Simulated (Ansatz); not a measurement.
# 3-layer antimonene (AA') in a perpendicular field, part 2 of 3

What dipole does a perpendicular field induce in the 3-layer antimonene (AA'), and does the gap follow? A positive field points along +c.

Ansatz 0.2.0; plane-wave DFT, PBE-D3(BJ), Ansatz PAW.

So far. Step 2 (Relaxing the slab): The lattice constant a goes from 4.120 to 4.066 Å.

### 3. Single point, field 0, start network

A sawtooth potential applies the field, turning back in the middle of the vacuum. With the dipole correction the typed value is the field outside the slab. The induced dipole is small, so the SCF threshold is tight.

The cell differs from the one that the last finished run ended in (c 52.950 → 31.010 Å).

Input file input.yaml:

```yaml
crystal:
  lattice:
    - [4.0659583522, 0.0, 0.0]
    - [-2.0329791761, 3.5212232237, 0.0]
    - [0.0, 0.0, 31.0098305757]
  atoms:
    - { symbol: Sb, position: [0.6666666667, 0.3333333333, 0.2902305441] }
    - { symbol: Sb, position: [0.3333333333, 0.6666666667, 0.3435211789] }
    - { symbol: Sb, position: [0.3333333333, 0.6666666667, 0.4733393299] }
    - { symbol: Sb, position: [0.6666666667, 0.3333333333, 0.5266606701] }
    - { symbol: Sb, position: [0.6666666667, 0.3333333333, 0.6564788211] }
    - { symbol: Sb, position: [0.3333333333, 0.6666666667, 0.7097694559] }
kpoints:
  mp_grid: { grid: [12, 12, 1] }
  band_path:
    path: [[0, 0, 0], [0.5, 0, 0], [0.33333333, 0.33333333, 0], [0, 0, 0]]
    npoints: 16
hamiltonian:
  xc: pbe
  dispersion: d3bj
scf:
  occupations: { method: fermi_dirac, width: 0.02585 }
  convergence: { dr2_threshold: 1.0e-10 }
efield:
  axis: 3
  dipole_correction: true
  ramp_position: 0.97
  ramp_width: 0.06
  amplitude: 0
output:
  dos: { projected: true, e_range: [-6, 5] }
  write_potential: true
  write_density: true
  volumetric_format: npy
  elf: true
```

Started as:

```bash
$ ansatz run input.yaml --threads 4 --pin off --max-ram 8192MiB --backend cpu --events-out ev --progress --plain --runs-dir out
```

Numbers of over 12 decimals in the logs are rounded to 6 here.

What it wrote:

```text
[...]
Crystal: 6 atoms, lattice volume = 443.972 Å³
Basis set: ecut = 420 eV, 8647 PW (Γ)
Bands: 54, of which v1, the nominal top of the filled ones, is band 45 counted from 1 (44 counted from 0)
Symmetry: 6 space group operations
k-points: 19 of 144 (time reversal used)
[...]
SCF iter   1: F=—  HF=-38908.202609 eV  |F-HF|=—  |Δ(HF+E_count)|=         —  Δρ=9.97e-4  dr2=8.81e-3  ethr=1.77e-3  p=0.000 e·Å  D=5.40e-14 V/Å  ΔV_dip=-0.00 eV  dr2_dipole=7.61e-8  V_vac-E_F(+/−)=4.42/4.42 eV  ⟨swp⟩=9.6  Hψ=4573  notcnv=0  defer=1
efield: sawtooth ramp at fractional position 0.9700 (set: `efield.ramp_position`, or a place that a band, a saddle search or an elastic batch's reference lends), width 0.0600; the density the first Hamiltonian is built on has a dipole p = 0.000 e·Å; the dipole correction subtracts the counter field D = 5.40e-14 V/Å, which shifts the + side's vacuum level by -0.00 eV against the − side's; the planar-averaged density in the ramp window peaks in size at 6.7e-6 e/Å³
[...]
SCF iter   2: F=—  HF=-38908.202793 eV  |F-HF|=—  |Δ(HF+E_count)|=   1.85e-4  Δρ=6.50e-4  dr2=7.74e-3  ethr=9.79e-6  p=-0.000 e·Å  D=-4.69e-5 V/Å  ΔV_dip=0.00 eV  dr2_dipole=3.33e-7  V_vac-E_F(+/−)=4.29/4.29 eV  ⟨swp⟩=2.7  Hψ=2274  notcnv=0  defer=50
[...]
SCF iter  13: F=-38908.203961 eV  HF=-38908.203961 eV  |F-HF|=8.73e-11  |Δ(HF+E_count)|=  9.46e-11  Δρ=4.85e-8  dr2=6.73e-11  ethr=1.00e-12  p=0.000 e·Å  D=1.31e-8 V/Å  ΔV_dip=-0.00 eV  dr2_dipole=3.50e-15  V_vac-E_F(+/−)=4.26/4.26 eV  ⟨swp⟩=8.7  Hψ=2828  notcnv=0
SCF 1 converged in 13 iterations: F = -38908.203961 eV  dr2 = 6.73e-11
[...]
NSCF: frozen V_eff on 49 k-points
efield: sawtooth ramp at fractional position 0.9700 (kept from the solve that this one continues, or follows in the run), width 0.0600; the density the first Hamiltonian is built on has a dipole p = 0.000 e·Å; the dipole correction subtracts the counter field D = 1.31e-8 V/Å, which shifts the + side's vacuum level by -0.00 eV against the − side's; the planar-averaged density in the ramp window peaks in size at 3.0e-8 e/Å³
[...]
SCF converged after 13 iterations
Free energy (F): -38908.203961 eV
[...]
Internal energy: -38908.203960 eV  (E = F + TS)
E sigma→0 (E₀):  -38908.203961 eV
Entropy (-TS):   -0.000000 eV (-0.000 meV/atom)
Fermi energy:    1.545216 eV
Dipole field:    D = 0.000000 V/Å  (p = 0.000000 e·Å, saw-weighted, corrected)
Work function:   Φ+ = 4.2620 eV   Φ− = 4.2620 eV
Levels:          The Fermi level and band energies are counted from a zero that moves with the ramp; work functions are not
[...]
--- Band table (eV; the first three rows and the last of 19) ---
  k-point 0: bands = [... 41 lower, 1.0960, 1.1010, 1.1286, 1.1286, 2.5815, 2.9343, 3.1536, 3.7848, ... 5 higher]
  k-point 1: bands = [... 41 lower, 0.8744, 0.9171, 0.9497, 1.1675, 3.0812, 3.3215, 3.4846, 3.6753, ... 5 higher]
  k-point 2: bands = [... 41 lower, 0.4797, 0.5222, 0.5547, 1.1629, 2.6670, 2.8600, 3.0586, 4.2235, ... 5 higher]
  k-point 18: bands = [... 41 lower, -0.8769, -0.8769, -0.5217, -0.5217, 2.0519, 2.3714, 2.6968, 3.9526, ... 5 higher]
```

Elapsed: 34 s, on 4 threads of Arm Neoverse V1, shared host; peak memory 1.3 GiB.

In the SCF lines HF is the Harris–Foulkes energy and dr2 the Hartree energy of the density residual, in eV; the loop may stop once dr2 is under the threshold and the program's other checks hold. Hψ counts applications of the Hamiltonian.

This step gave:

* dipole along the normal: 1.63e-7 e·Å
* gap along the path: 0.7023 eV
* smallest direct gap along the path: 1.133 eV
* ionisation energy, upper face: 4.620 eV
* electron affinity, upper face: 3.918 eV
* gap, the smaller of path and mesh: 0.6971 eV

Running mean over a fixed 2.7 Å (it still follows the layers) of the planar mean; the ramp of the sawtooth is left out. The electron's electrostatic potential energy less the Fermi level by z:

```
z (Å)  electron's electrostatic potential energy less the Fermi level (eV)
    4                                                                 4.26
    5                                                                 4.25
    6                                                                 4.17
    7                                                                 3.12
    8                                                               -0.281
    9                                                                -3.66
   10                                                                -5.23
   11                                                                -2.56
   12                                                                0.741
   13                                                                 1.63
   14                                                                -1.48
   15                                                                -4.62
   16                                                                -4.65
   17                                                                -1.51
   18                                                                 1.60
   19                                                                0.772
   20                                                                -2.53
   21                                                                -5.22
   22                                                                -3.69
   23                                                               -0.317
   24                                                                 3.10
   25                                                                 4.17
   26                                                                 4.25
   27                                                                 4.26
```

The density of states has structure finer than the step of the table below, so its rows give means over 0.25 eV, whole bins alone (the curve runs from -6 to 2.08 eV). Peaks (eV: height): -3.880: 9.64, -3.660: 12.6, -3.460: 18.2, -2.390: 9.88, -2.030: 11.5, -0.380: 8.88, 1.420: 8.70.

Density of states against energy, zero at the Fermi level of the run, which the smearing sets inside the gap; means over each step:

```
energy (eV)  density of states (states/eV a cell)
      -4.50                                     0
      -4.25                                0.0655
      -4.00                                  3.13
      -3.75                                  6.34
      -3.50                                  6.38
      -3.25                                  3.32
      -3.00                                  4.33
      -2.75                                  4.53
      -2.50                                  5.53
      -2.25                                  6.08
      -2.00                                  7.71
      -1.75                                  6.96
      -1.50                                  5.04
      -1.25                                  4.27
      -1.00                                  3.68
      -0.75                                  1.95
      -0.50                                  2.35
      -0.25                                 0.444
       0.00                                     0
       0.25                                0.0163
       0.50                                 0.939
       0.75                                  2.45
       1.00                                  4.66
       1.25                                  4.91
       1.50                                  6.31
       1.75                                  5.63
```

Projected DOS per atom over height of the atomic layer and energy from the Fermi level. Layers: Sb Sb Sb Sb Sb Sb from below.

Values in states/eV, 22 rows by 6 columns, each cell a mean:
```
0.67 0.71 0.92 0.92 0.71 0.67
1.01 0.99 0.87 0.87 0.99 1.01
0.82 0.81 0.61 0.61 0.81 0.82
0.48 0.44 0.62 0.62 0.44 0.48
0.09 0.07 0.15 0.15 0.07 0.09
0.00 0.00 0.00 0.00 0.00 0.00
0.16 0.13 0.25 0.25 0.13 0.16
0.29 0.27 0.39 0.39 0.27 0.29
0.69 0.67 0.50 0.50 0.67 0.69
0.85 0.81 0.60 0.60 0.81 0.85
1.18 1.11 1.18 1.18 1.11 1.18
1.15 1.14 1.16 1.16 1.14 1.15
0.86 0.80 0.91 0.91 0.80 0.86
0.71 0.79 0.70 0.70 0.79 0.71
0.59 0.61 0.74 0.74 0.61 0.59
1.14 1.19 0.84 0.84 1.19 1.14
0.45 0.51 0.78 0.78 0.51 0.45
0.00 0.00 0.01 0.01 0.00 0.00
0.00 0.00 0.00 0.00 0.00 0.00
0.00 0.00 0.00 0.00 0.00 0.00
0.00 0.00 0.00 0.00 0.00 0.00
0.00 0.00 0.00 0.00 0.00 0.00
```
Columns: height of the atomic layer (Å) from 9 to 22.0 (not evenly spaced); rows upwards: energy from the Fermi level (eV) from -5.96 to 2.05.

Electronic bands along the path, in eV, zero at the Fermi level of the run, which the smearing sets inside the gap:

```
  point  band 42  band 43  band 44  band 45  band 46  band 47  band 48  band 49
      Γ    -0.45    -0.44    -0.42    -0.42     1.04     1.39     1.61     2.24
halfway    -1.44    -1.41    -1.16    -0.57     0.56     0.85     1.19     2.69
      M    -2.11    -2.07    -2.04    -1.77     0.85     1.08     1.25     1.38
halfway    -2.53    -2.42    -2.06    -1.75     0.99     1.40     1.79     2.05
      K    -2.42    -2.42    -2.07    -2.07     0.51     0.83     1.15     2.41
halfway    -2.35    -1.70    -1.12    -0.57     1.29     1.64     2.01     2.07
      Γ    -0.45    -0.44    -0.42    -0.42     1.04     1.39     1.61     2.24
```

Electrostatic potential energy in the ca plane at fractional y = 0.333, with atoms of Sb within 0.2 Å of it. With pseudopotentials it is smooth inside the atoms' cores, unlike the true potential.

Ten even steps from '0' (-25 eV) to '9' (6 eV), each cell a mean:
```
89999999998886546899999875457888999999999999
99999999999862001589999730014789999999999999
99999999999840000279998500001689999999999999
99999999999730000169998400000589999999999999
99999999999840000279998510001689999999999999
99999999999863112589999741015789999999999999
89999999988887656899999876567888999999999999
88999999887788888999999998888877899999999999
78999999876788999999999999998766789999999999
78999999876788999999999999998767789999999999
88999999887788888999999998888877899999999999
```
Columns run along c (16.0 Å, from fractional 0.36 to 0.87 of the cell; values clipped at the 3rd and 97th percentile), rows up along a (4.1 Å). Atoms in or near the plane, at fractional coordinates: Sb at (0.53, 0.67), Sb at (0.66, 0.67).

ELF in the ca plane at fractional y = 0.333, with atoms of Sb within 0.2 Å of it. It is the smooth field of the valence electrons, not physical close to the nuclei.

Ten even steps from '0' (0.00) to '9' (0.71), each cell a mean:
```
55310013556776557984117986567766543210000000
32100001234654335796139964345653211000000000
10000000013542002697239740013442100000000000
10000000013442000598249730003442100000000000
21000000013543102697239841014542100000000000
32100001235664445896129964345664321000000000
65420014566777667884016886667776654210000000
78740037876677655431002455567767887531000000
78851048976565421100000012345556899742000000
78851048976565422100000112346656899742000000
78730036876777666541002566677767787521000000
```
Columns run along c (16.0 Å, from fractional 0.36 to 0.87 of the cell), rows up along a (4.1 Å). Atoms in or near the plane, at fractional coordinates: Sb at (0.53, 0.67), Sb at (0.66, 0.67).

Valence density in the ca plane at fractional y = 0.333, with atoms of Sb within 0.2 Å of it. It is the smooth field of the valence electrons, not physical close to the nuclei.

Ten steps, logarithmic in the rise over the least value, from '0' (0 e/Å³) to '9' (19 e/Å³), each cell a mean:
```
10000000001112222100000112222111000000000000
00000000001123454210001134542110000000000000
00000000000125886321001257873210000000000000
00000000000136997421001258984210000000000000
00000000000125786310001247863210000000000000
00000000001123443210000124432110000000000000
10000000011112221100000112221111000000000000
11000000111111110000000001111111100000000000
11000000111111000000000000011111100000000000
11000000111111100000000000011111100000000000
11000000011111111000000001111111100000000000
```
Columns run along c (16.0 Å, from fractional 0.36 to 0.87 of the cell), rows up along a (4.1 Å). Atoms in or near the plane, at fractional coordinates: Sb at (0.53, 0.67), Sb at (0.66, 0.67).

The gap is 0.70 eV, with the valence edge 4.62 eV and the conduction edge 3.92 eV under the upper vacuum level. Spin-orbit coupling, left out in this run, matters for the bands of elements this heavy.

### 4. Single point, field 0.05 V/Å

input.yaml, as its differences from that of step 3:

```diff
@@ -28,5 +28,4 @@
   ramp_width: 0.06
-  amplitude: 0
+  amplitude: 0.05
 output:
-  dos: { projected: true, e_range: [-6, 5] }
   write_potential: true
@@ -34,2 +33 @@
   volumetric_format: npy
-  elf: true
```

What it wrote:

```text
[...]
Crystal: 6 atoms, lattice volume = 443.972 Å³
Basis set: ecut = 420 eV, 8647 PW (Γ)
Bands: 54, of which v1, the nominal top of the filled ones, is band 45 counted from 1 (44 counted from 0)
Symmetry: 6 space group operations
k-points: 19 of 144 (time reversal used)
[...]
k-point 0: bands = [... 41 lower, 1.0893, 1.1020, 1.1531, 1.1531, 2.5779, 2.9339, 3.1572, 3.7746, ... 5 higher]
  k-point 1: bands = [... 41 lower, 0.8561, 0.9104, 0.9741, 1.1686, 3.0760, 3.3209, 3.4894, 3.6692, ... 5 higher]
  k-point 2: bands = [... 41 lower, 0.4613, 0.5156, 0.5792, 1.1641, 2.6613, 2.8602, 3.0636, 4.2162, ... 5 higher]
  k-point 18: bands = [... 41 lower, -0.9220, -0.8325, -0.5422, -0.4996, 2.0487, 2.3708, 2.7002, 3.9487, ... 5 higher]
[key lines of the parts left out:]
SCF converged after 14 iterations
Free energy (F): -38908.205358 eV
Fermi energy:    1.544702 eV
Dipole field:    D = 0.022780 V/Å  (p = 0.055893 e·Å, saw-weighted, corrected)
```

It took 34 s on 4 threads; peak memory 1.2 GiB; 2.2 min of CPU time.

The dipole is 0.0559 e·Å, and the gap 0.693 eV.

### 5. Atoms held, field -0.05 V/Å

input.yaml, as its differences from that of step 4:

```diff
@@ -28,3 +28,3 @@
   ramp_width: 0.06
-  amplitude: 0.05
+  amplitude: -0.05
 output:
```

What it wrote:

```text
[...]
Crystal: 6 atoms, lattice volume = 443.972 Å³
Basis set: ecut = 420 eV, 8647 PW (Γ)
Bands: 54, of which v1, the nominal top of the filled ones, is band 45 counted from 1 (44 counted from 0)
Symmetry: 6 space group operations
k-points: 19 of 144 (time reversal used)
[...]
k-point 0: bands = [... 41 lower, 1.0893, 1.1020, 1.1531, 1.1531, 2.5779, 2.9339, 3.1572, 3.7746, ... 5 higher]
  k-point 1: bands = [... 41 lower, 0.8561, 0.9104, 0.9741, 1.1686, 3.0760, 3.3209, 3.4894, 3.6692, ... 5 higher]
  k-point 2: bands = [... 41 lower, 0.4613, 0.5156, 0.5792, 1.1641, 2.6613, 2.8602, 3.0636, 4.2162, ... 5 higher]
  k-point 18: bands = [... 41 lower, -0.9220, -0.8325, -0.5422, -0.4996, 2.0487, 2.3708, 2.7002, 3.9487, ... 5 higher]
[key lines of the parts left out:]
SCF converged after 14 iterations
Free energy (F): -38908.205358 eV
Fermi energy:    1.544702 eV
Dipole field:    D = -0.022780 V/Å  (p = -0.055893 e·Å, saw-weighted, corrected)
```

Wall time 34 s (4 threads); peak memory 1.2 GiB.

The dipole is -0.0559 e·Å, and the gap 0.693 eV.

### 6. Atoms held, field 0.1 V/Å

input.yaml, as its differences from that of step 5:

```diff
@@ -28,3 +28,3 @@
   ramp_width: 0.06
-  amplitude: -0.05
+  amplitude: 0.1
 output:
```

What it wrote:

```text
[...]
Crystal: 6 atoms, lattice volume = 443.972 Å³
Basis set: ecut = 420 eV, 8647 PW (Γ)
Bands: 54, of which v1, the nominal top of the filled ones, is band 45 counted from 1 (44 counted from 0)
Symmetry: 6 space group operations
k-points: 19 of 144 (time reversal used)
[...]
k-point 0: bands = [... 41 lower, 1.0859, 1.1050, 1.1932, 1.1932, 2.5673, 2.9328, 3.1676, 3.7480, ... 5 higher]
  k-point 1: bands = [... 41 lower, 0.8179, 0.9070, 1.0142, 1.1720, 3.0609, 3.3194, 3.5027, 3.6524, ... 5 higher]
  k-point 2: bands = [... 41 lower, 0.4231, 0.5122, 0.6193, 1.1678, 2.6451, 2.8605, 3.0779, 4.1957, ... 5 higher]
  k-point 18: bands = [... 41 lower, -0.9673, -0.7896, -0.5604, -0.4762, 2.0391, 2.3691, 2.7100, 3.9412, ... 5 higher]
[key lines of the parts left out:]
SCF converged after 14 iterations
Free energy (F): -38908.209551 eV
Fermi energy:    1.543836 eV
Dipole field:    D = 0.045574 V/Å  (p = 0.111817 e·Å, saw-weighted, corrected)
```

Wall time 36 s (4 threads); peak memory 1.2 GiB.

The dipole is 0.112 e·Å, and the gap 0.680 eV.

### 7. Single point, field -0.1 V/Å

input.yaml, as its differences from that of step 6:

```diff
@@ -28,3 +28,3 @@
   ramp_width: 0.06
-  amplitude: 0.1
+  amplitude: -0.1
 output:
```

What it wrote:

```text
[...]
Crystal: 6 atoms, lattice volume = 443.972 Å³
Basis set: ecut = 420 eV, 8647 PW (Γ)
Bands: 54, of which v1, the nominal top of the filled ones, is band 45 counted from 1 (44 counted from 0)
Symmetry: 6 space group operations
k-points: 19 of 144 (time reversal used)
[...]
k-point 0: bands = [... 41 lower, 1.0859, 1.1050, 1.1932, 1.1932, 2.5673, 2.9328, 3.1676, 3.7480, ... 5 higher]
  k-point 1: bands = [... 41 lower, 0.8179, 0.9070, 1.0142, 1.1720, 3.0609, 3.3194, 3.5027, 3.6524, ... 5 higher]
  k-point 2: bands = [... 41 lower, 0.4231, 0.5122, 0.6193, 1.1678, 2.6451, 2.8605, 3.0779, 4.1957, ... 5 higher]
  k-point 18: bands = [... 41 lower, -0.9673, -0.7896, -0.5604, -0.4762, 2.0391, 2.3691, 2.7100, 3.9412, ... 5 higher]
[key lines of the parts left out:]
SCF converged after 14 iterations
Free energy (F): -38908.209551 eV
Fermi energy:    1.543836 eV
Dipole field:    D = -0.045573 V/Å  (p = -0.111816 e·Å, saw-weighted, corrected)
```

Elapsed: 36 s, on 4 threads; peak memory 1.2 GiB.

The dipole is -0.112 e·Å, and the gap 0.680 eV.

### 8. Single point, field 0.2 V/Å

input.yaml, as its differences from that of step 7:

```diff
@@ -28,3 +28,3 @@
   ramp_width: 0.06
-  amplitude: -0.1
+  amplitude: 0.2
 output:
```

What it wrote:

```text
[...]
Crystal: 6 atoms, lattice volume = 443.972 Å³
Basis set: ecut = 420 eV, 8647 PW (Γ)
Bands: 54, of which v1, the nominal top of the filled ones, is band 45 counted from 1 (44 counted from 0)
Symmetry: 6 space group operations
k-points: 19 of 144 (time reversal used)
[...]
k-point 0: bands = [... 41 lower, 1.0825, 1.1166, 1.2783, 1.2783, 2.5283, 2.9292, 3.2053, 3.6718, ... 5 higher]
  k-point 1: bands = [... 41 lower, 0.7303, 0.9037, 1.0994, 1.1851, 3.0083, 3.3143, 3.5399, 3.6048, ... 5 higher]
  k-point 2: bands = [... 41 lower, 0.4178, 0.5089, 0.7045, 1.1822, 2.5900, 2.8602, 3.1268, 4.1302, ... 5 higher]
  k-point 18: bands = [... 41 lower, -1.0549, -0.7168, -0.5824, -0.4266, 2.0030, 2.3632, 2.7459, 3.9159, ... 5 higher]
[key lines of the parts left out:]
SCF converged after 14 iterations
Free energy (F): -38908.226328 eV
Fermi energy:    1.549768 eV
Dipole field:    D = 0.091210 V/Å  (p = 0.223788 e·Å, saw-weighted, corrected)
```

Wall time 37 s (4 threads); peak memory 1.2 GiB; 2.4 min of CPU time.

The dipole is 0.224 e·Å, and the gap 0.563 eV.

(Part 2 of 3 ends here.)

[Logs are printed without paths, hosts, clocks, repeated set-up lines and the standing remarks that a program may print on its own settings, such as how far it seeks lower states.]

[Hosts, paths, dates, database ids (printed as entryN), source tags and the programs' standing remarks are cut or masked in the printed files.]

[Maps of the electrostatic potential energy from Ansatz leave out the sawtooth potential of an applied field or a dipole correction, so their vacuum need not be flat; planar profiles and work functions include it.]

[The density of states shown here was stored with 400 of the rows of the run's finer table, so its peaks can read low, often by over a quarter, or be missed, and its means over a window can be off by a tenth or more.]
